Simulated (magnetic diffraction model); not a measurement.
# CeSi2IrPd: the ordered moment from one line

Space group P4/nmm (no. 129, origin choice 1), a = 4.1760 Å, c = 9.9970 Å.

```
site  atom    x    y       z
  2b    Ir  1/2  1/2     1/2
  2c    Ce  1/2    0  0.2453
  2c    Pd    0  1/2  0.1279
  2a    Si  1/2  1/2       0
  2c    Si  1/2    0  0.6333
```

This is a made-up structure (elements placed in a structure type, unrelaxed), so the numbers test the method and describe no known phase.

Only Ce is taken to order (form factors of Ce3+); orders and moment sizes are assumed, and not adapted to the symmetry. Radiation: neutrons of λ = 2.567 Å (absorption by Ir left out), 8° to 100°; isotropic B of 0.47 Å² (Ir), 0.51 Å² (Ce), 0.65 Å² (Pd) and 0.98 Å² (Si). The intensities are simulated: I ∝ L Σ (|F_N|² + |F_M⊥|²) for unpolarised neutrons, with F_M = 2.695 fm/μB × Σ f(s) S exp(2πi Q·r) exp(−B s²) at Q = H ± k (one set where k and −k are equivalent), only the part normal to Q counting and L = 1/(sin²θ cos θ). For collinear order S is the moment m, which repeats by lattice and centring translations R with the sign exp(−2πi k·R). Form factors are spin-only for 3d ions and dipole or tabulated for f ions, scattering lengths are Sears's of 1992, and absorption is left out. A label names one of the reflections at its angle. The strongest nuclear line in the range is 100, and lines under 0.2 are left out.

In a first state the assumed order is k = (0 0 0), collinear moments along [101], 1.5 μB on Ce; signs + at (1/2, 0, 0.2453), − at (0, 1/2, 0.7547), with this pattern:

```tsv
2θ (°)	index	nuclear	magnetic
14.75	(0 0 1)	21.4	2.0
29.76	(0 0 2)	18.7	0.0
35.80	(1 0 0)	0.0	4.2
38.91	(1 0 1)	3.2	0.0
45.31	(0 0 3)	6.4	0.2
47.22	(1 0 2)	0.9	3.0
53.90	(1 1 1)	19.1	3.3
59.05	(1 0 3)	31.9	0.0
60.64	(1 1 2)	100.0	0.0
61.80	(0 0 4)	5.6	0.0
71.01	(1 1 3)	5.0	1.2
73.53	(1 0 4)	0.2	0.7
75.86	(2 0 0)	77.0	0.0
77.80	(2 0 1)	4.5	1.6
79.87	(0 0 5)	2.4	0.1
83.55	(2 0 2)	13.4	0.0
```
(The table stops after 16 lines; 6 more lie at higher angle.)

**Question.** Nearer the ordering temperature the line at 35.80° has total intensity 3.0 on the same scale, and all moments have shrunk alike. How large is the Ce moment?

The nuclear part, 0.0, stays, so the magnetic part is 3.0 against 4.2. It goes as m², so m = 1.5 × √(3.0/4.2) = 1.27 μB; the value used was 1.27 μB.

[Logs are printed without paths, hosts, clocks, repeated set-up lines and the standing remarks that a program may print on its own settings, such as how far it seeks lower states.]
